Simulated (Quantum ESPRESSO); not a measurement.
# TaPb (Pm-3m): phonons by linear response

How does TaPb (Pm-3m) vibrate, and is this structure a minimum?

Method: DFT LDA, scalar-relativistic, plane waves, PseudoDojo norm-conserving pseudopotentials, in Quantum ESPRESSO 7.5.

The structure was built from a prototype and need not be the compound's stable phase.

**1. The structure**

Symmetry: Pm-3m, No. 221, cubic system. The conventional cell has a = 3.597 Å, b = 3.597 Å, c = 3.597 Å, α = 90.00°, β = 90.00°, γ = 90.00°. Nearest to Pb lie 8 Ta at 3.12 Å. Nearest to Ta lie 8 Pb at 3.12 Å. Farther neighbours are not listed.

**2. A probe with smearing**

A cheap run with smearing and empty bands tells whether the crystal has a gap, which decides between fixed occupations and smearing later on.

The input, probe.in:

```
&CONTROL
  calculation = 'scf'
  prefix      = 'x'
  outdir      = './tmp'
  pseudo_dir  = './pseudo'
  tprnfor     = .true.
  tstress     = .true.
  verbosity   = 'high'
/
&SYSTEM
  ibrav       = 0
  nat         = 2
  ntyp        = 2
  ecutwfc     = 58.0
  occupations = 'smearing'
  smearing    = 'gaussian'
  degauss     = 0.01
/
&ELECTRONS
  conv_thr         = 1.0d-07
  mixing_beta      = 0.7
  electron_maxstep = 100
/
ATOMIC_SPECIES
 Pb    207.2000  Pb.upf
 Ta    180.9479  Ta.upf
CELL_PARAMETERS angstrom
     3.597271600    0.000000000    0.000000000
     0.000000000    3.597271600    0.000000000
     0.000000000    0.000000000    3.597271600
ATOMIC_POSITIONS crystal
 Pb     0.000000000   0.000000000   0.000000000
 Ta     0.500000000   0.500000000   0.500000000
K_POINTS automatic
 6 6 6 0 0 0
```

The run is started by

```
$ OMP_NUM_THREADS=1 mpirun -n 4 pw.x -nk 4 -in probe.in > probe.out
```

The log of the run:

```text
[banners, grids, parts of the stress and lines that vanish by symmetry left out]
Program PWSCF v.7.5
     Message from routine setup:
     using ibrav=0 with symmetry is DISCOURAGED, use correct ibrav instead
[...]
kinetic-energy cutoff     =      58.0000  Ry
     charge density cutoff     =     232.0000  Ry
     scf convergence threshold =      1.0E-07
[...]
Exchange-correlation= SLA  PW   NOGX NOGC
                           (   1   4   0   0   0   0   0)
[...]
48 Sym. Ops., with inversion, found
[...]
(     0          1          0      )
                  (     0          0          1      )
[...]
(  0.0000000  1.0000000  0.0000000 )
                  (  0.0000000  0.0000000  1.0000000 )
[...]
(     0         -1          0      )
                  (     0          0          1      )
[...]
(  0.0000000 -1.0000000  0.0000000 )
[...]
(     0          0          1      )
                  (     1          0          0      )
[...]
( -1.0000000  0.0000000  0.0000000 )
                  (  0.0000000  1.0000000  0.0000000 )
[...]
number of k points=    20  Gaussian smearing, width (Ry)=  0.0100
[...]
End of self-consistent calculation
[...]
the Fermi energy is    14.6507 ev
!    total energy              =    -270.72282993 Ry
[...]
convergence has been achieved in   7 iterations
[...]
atom    1 type  1   force =     0.00000000    0.00000000    0.00000000
     atom    2 type  2   force =     0.00000000    0.00000000    0.00000000
[...]
Total force =     0.000000     Total SCF correction =     0.000000
[...]
total   stress  (Ry/bohr**3)                   (kbar)     P=     -163.69
[...]
XML data file, charge density, pseudopotentials, collected wavefunctions

   JOB DONE.
```

The job ended after 3.8 s (4 MPI ranks of Arm Neoverse V1, shared host).

Numbers from this step:

* volume per atom: 23.28 Å³
* pressure: -16.37 GPa
* gap on the k-mesh: 0 eV

No gap opens on this mesh, so smearing is kept; the start stands at -16 GPa.

**3. Relaxing the cell and atoms**

The relaxation runs at a cutoff a fifth above that of the response, since stress converges more slowly with the basis than frequencies do. Forces and stress are brought to rest with tight thresholds.

The input, relax.in:

```
&CONTROL
  calculation   = 'vc-relax'
  prefix        = 'x'
  outdir        = './tmp'
  pseudo_dir    = './pseudo'
  tprnfor       = .true.
  tstress       = .true.
  forc_conv_thr = 2.0d-05
  etot_conv_thr = 1.0d-07
  nstep         = 40
/
&SYSTEM
  ibrav       = 0
  nat         = 2
  ntyp        = 2
  ecutwfc     = 70
  occupations = 'smearing'
  smearing    = 'mv'
  degauss     = 0.02
/
&ELECTRONS
  conv_thr         = 1.0d-11
  mixing_beta      = 0.7
  electron_maxstep = 100
/
&IONS
/
&CELL
  press_conv_thr = 0.2
/
ATOMIC_SPECIES
 Pb    207.2000  Pb.upf
 Ta    180.9479  Ta.upf
CELL_PARAMETERS angstrom
     3.597271600    0.000000000    0.000000000
     0.000000000    3.597271600    0.000000000
     0.000000000    0.000000000    3.597271600
ATOMIC_POSITIONS crystal
 Pb     0.000000000   0.000000000   0.000000000
 Ta     0.500000000   0.500000000   0.500000000
K_POINTS automatic
 8 8 8 0 0 0
```

The run is started by

```
$ OMP_NUM_THREADS=1 mpirun -n 4 pw.x -nk 4 -in relax.in > relax.out
```

The log of the run:

```text
[banners, grids, parts of the stress and lines that vanish by symmetry left out]
[banner, memory and clock lines left out]
Program PWSCF v.7.5

[...]
kinetic-energy cutoff     =      70.0000  Ry
     charge density cutoff     =     280.0000  Ry
     scf convergence threshold =      1.0E-11
[...]
energy convergence thresh.=      1.0E-07
     force convergence thresh. =      2.0E-05
     press convergence thresh. =      2.0E-01
     Exchange-correlation= SLA  PW   NOGX NOGC
                           (   1   4   0   0   0   0   0)
[...]
48 Sym. Ops., with inversion, found
[...]
number of k points=    35  Marzari-Vanderbilt smearing, width (Ry)=  0.0200
[...]
End of self-consistent calculation
[...]
the Fermi energy is    14.4684 ev
!    total energy              =    -270.71977981 Ry
[...]
convergence has been achieved in  10 iterations
[...]
atom    1 type  1   force =     0.00000000    0.00000000    0.00000000
     atom    2 type  2   force =     0.00000000    0.00000000    0.00000000
     Total force =     0.000000     Total SCF correction =     0.000000
[...]
total   stress  (Ry/bohr**3)                   (kbar)     P=     -155.93
[...]
number of bfgs steps    =   0
[...]
CELL_PARAMETERS (angstrom)
[...]
ATOMIC_POSITIONS (crystal)
Pb               0.0000000000        0.0000000000        0.0000000000
Ta               0.5000000000        0.5000000000        0.5000000000
[...]
New effective cutoffs (rho, wfc):  293.87   73.85
[...]
End of self-consistent calculation
[...]
the Fermi energy is    15.9696 ev
!    total energy              =    -270.74066399 Ry
[...]
convergence has been achieved in   9 iterations
[...]
atom    1 type  1   force =     0.00000000    0.00000000    0.00000000
     atom    2 type  2   force =     0.00000000    0.00000000    0.00000000
     Total force =     0.000000     Total SCF correction =     0.000000
[...]
total   stress  (Ry/bohr**3)                   (kbar)     P=      -90.98
[...]
number of bfgs steps    =   1
[...]
CELL_PARAMETERS (angstrom)
[...]
ATOMIC_POSITIONS (crystal)
Pb               0.0000000000        0.0000000000        0.0000000000
Ta               0.5000000000        0.5000000000        0.5000000000
[...]
New effective cutoffs (rho, wfc):  314.71   79.08
[...]
End of self-consistent calculation
[...]
the Fermi energy is    18.0713 ev
!    total energy              =    -270.74671939 Ry
[...]
convergence has been achieved in  10 iterations
[...]
atom    1 type  1   force =     0.00000000    0.00000000    0.00000000
     atom    2 type  2   force =     0.00000000    0.00000000    0.00000000
     Total force =     0.000000     Total SCF correction =     0.000000
[...]
total   stress  (Ry/bohr**3)                   (kbar)     P=       40.41
[...]
number of bfgs steps    =   2
[...]
CELL_PARAMETERS (angstrom)
[...]
ATOMIC_POSITIONS (crystal)
[...]
New effective cutoffs (rho, wfc):  308.38   77.49
[...]
End of self-consistent calculation
[...]
the Fermi energy is    17.4236 ev
!    total energy              =    -270.74765852 Ry
[...]
convergence has been achieved in  10 iterations
[...]
atom    1 type  1   force =     0.00000000    0.00000000    0.00000000
     atom    2 type  2   force =     0.00000000    0.00000000    0.00000000
     Total force =     0.000000     Total SCF correction =     0.000000
[...]
total   stress  (Ry/bohr**3)                   (kbar)     P=       -5.05
[...]
number of bfgs steps    =   3
[...]
CELL_PARAMETERS (angstrom)
[...]
ATOMIC_POSITIONS (crystal)
[...]
New effective cutoffs (rho, wfc):  309.08   77.67
[...]
End of self-consistent calculation
[...]
the Fermi energy is    17.4955 ev
!    total energy              =    -270.74767514 Ry
[...]
convergence has been achieved in   8 iterations
[...]
atom    1 type  1   force =     0.00000000    0.00000000    0.00000000
     atom    2 type  2   force =     0.00000000    0.00000000    0.00000000
     Total force =     0.000000     Total SCF correction =     0.000000
[...]
total   stress  (Ry/bohr**3)                   (kbar)     P=       -0.22
[...]
number of bfgs steps    =   4
[...]
CELL_PARAMETERS (angstrom)
[...]
ATOMIC_POSITIONS (crystal)
[...]
New effective cutoffs (rho, wfc):  309.12   77.68
[...]
End of self-consistent calculation
[...]
the Fermi energy is    17.4988 ev
!    total energy              =    -270.74767517 Ry
[...]
convergence has been achieved in   7 iterations
[...]
atom    1 type  1   force =     0.00000000    0.00000000    0.00000000
     atom    2 type  2   force =     0.00000000    0.00000000    0.00000000
     Total force =     0.000000     Total SCF correction =     0.000000
[...]
total   stress  (Ry/bohr**3)                   (kbar)     P=        0.00
[...]
bfgs converged in   6 scf cycles and   5 bfgs steps
[...]
End of BFGS Geometry Optimization
     Final enthalpy           =    -270.7476751732 Ry
     File ./tmp/x.bfgs deleted, as requested
[...]
CELL_PARAMETERS (angstrom)
[...]
ATOMIC_POSITIONS (crystal)
Pb               0.0000000000        0.0000000000        0.0000000000
Ta               0.5000000000        0.5000000000        0.5000000000
[...]
Final scf calculation at the relaxed structure.
[...]
kinetic-energy cutoff     =      70.0000  Ry
     charge density cutoff     =     280.0000  Ry
     scf convergence threshold =      1.0E-13
[...]
press convergence thresh. =      2.0E-01
     Exchange-correlation= SLA  PW   NOGX NOGC
                           (   1   4   0   0   0   0   0)
[...]
48 Sym. Ops., with inversion, found
[...]
number of k points=    35  Marzari-Vanderbilt smearing, width (Ry)=  0.0200
[...]
c_bands:  1 eigenvalues not converged
     c_bands:  1 eigenvalues not converged
[...]
End of self-consistent calculation
[...]
the Fermi energy is    17.4988 ev
!    total energy              =    -270.74765457 Ry
[...]
convergence has been achieved in  11 iterations
[...]
atom    1 type  1   force =     0.00000000    0.00000000    0.00000000
     atom    2 type  2   force =     0.00000000    0.00000000    0.00000000
     Total force =     0.000000     Total SCF correction =     0.000000
[...]
total   stress  (Ry/bohr**3)                   (kbar)     P=        0.02
[...]
XML data file, charge density, pseudopotentials, collected wavefunctions
```

Wall time 53 s (4 MPI ranks); 3.5 min of CPU time.

The steps of the relaxation:

```tsv
step	energy less that of the first step (eV)	largest force (eV/Å)	pressure (GPa)	volume (Å³)
1	0.0000	0.0000	-15.59	46.55
2	-0.2841	0.0000	-9.10	42.95
3	-0.3665	0.0000	4.04	38.75
4	-0.3793	0.0000	-0.51	39.95
5	-0.3795	0.0000	-0.02	39.82
6	-0.3795	0.0000	0.00	39.81
7	-0.3793	0.0000	0.00	39.81
```

```tsv
conventional cell, symmetrised	before	after	change
a (Å)	3.597	3.415	-5.1 %
b (Å)	3.597	3.415	-5.1 %
c (Å)	3.597	3.415	-5.1 %
volume (Å³/atom)	23.28	19.90	-14.5 %
```

The relaxed structure:

```
Pb Ta
1.0
     3.41452    0.00000    0.00000
     0.00000    3.41452    0.00000
     0.00000    0.00000    3.41452
Pb Ta
1 1
Direct
  0.00000 0.00000 0.00000
  0.50000 0.50000 0.50000
```

The last row of the table of steps is pw.x's closing run on a basis chosen anew for the final cell, so its energy can jump.

This step gave:

| Property | Result |
| --- | --- |
| volume per atom | 19.90 Å³ |
| pressure | 0.002 GPa |

The volume changes by -14.5 % from the cell with which this run began.

**4. Ground state**

The response is built on this ground state, so it is converged far tighter than an energy would need. Smearing stays on, as the first look found no gap above 0.3 eV.

The input, scf.in:

```
&CONTROL
  calculation = 'scf'
  prefix      = 'x'
  outdir      = './tmp'
  pseudo_dir  = './pseudo'
  tprnfor     = .true.
  tstress     = .true.
/
&SYSTEM
  ibrav       = 0
  nat         = 2
  ntyp        = 2
  ecutwfc     = 58.0
  occupations = 'smearing'
  smearing    = 'mv'
  degauss     = 0.02
/
&ELECTRONS
  conv_thr         = 1.0d-12
  mixing_beta      = 0.7
  electron_maxstep = 100
/
ATOMIC_SPECIES
 Pb    207.2000  Pb.upf
 Ta    180.9479  Ta.upf
CELL_PARAMETERS angstrom
     3.414517032    0.000000000    0.000000000
     0.000000000    3.414517032    0.000000000
     0.000000000    0.000000000    3.414517032
ATOMIC_POSITIONS crystal
 Pb     0.000000000   0.000000000   0.000000000
 Ta     0.500000000   0.500000000   0.500000000
K_POINTS automatic
 8 8 8 0 0 0
```

The run is started by

```
$ OMP_NUM_THREADS=1 mpirun -n 4 pw.x -nk 4 -in scf.in > scf.out
```

The log of the run:

```text
[banners, grids, parts of the stress and lines that vanish by symmetry left out]
[banner, memory and clock lines left out]
Program PWSCF v.7.5

[...]
kinetic-energy cutoff     =      58.0000  Ry
     charge density cutoff     =     232.0000  Ry
     scf convergence threshold =      1.0E-12
[...]
Exchange-correlation= SLA  PW   NOGX NOGC
                           (   1   4   0   0   0   0   0)
[...]
48 Sym. Ops., with inversion, found
[...]
number of k points=    35  Marzari-Vanderbilt smearing, width (Ry)=  0.0200
[...]
End of self-consistent calculation
[...]
the Fermi energy is    17.4989 ev
!    total energy              =    -270.74759115 Ry
[...]
convergence has been achieved in  11 iterations
[...]
atom    1 type  1   force =     0.00000000    0.00000000    0.00000000
     atom    2 type  2   force =     0.00000000    0.00000000    0.00000000
     Total force =     0.000000     Total SCF correction =     0.000000
[...]
total   stress  (Ry/bohr**3)                   (kbar)     P=       -0.05
[...]
XML data file, charge density, pseudopotentials, collected wavefunctions
```

The job ended after 5 s (4 MPI ranks; 20 s of CPU time).

Read from the output:

| Property | Result |
| --- | --- |
| pressure | -0.005 GPa |

The cell stands at -0.005 GPa, close enough for phonons.

(Continued in part 2 of 3.)

[Host names and launcher messages were left out of these logs when they were recorded.]

[Logs are printed without paths, hosts, clocks, repeated set-up lines and the standing remarks that a program may print on its own settings, such as how far it seeks lower states.]

[Hosts, paths, dates, database ids (printed as entryN), source tags and the programs' standing remarks are cut or masked in the printed files.]
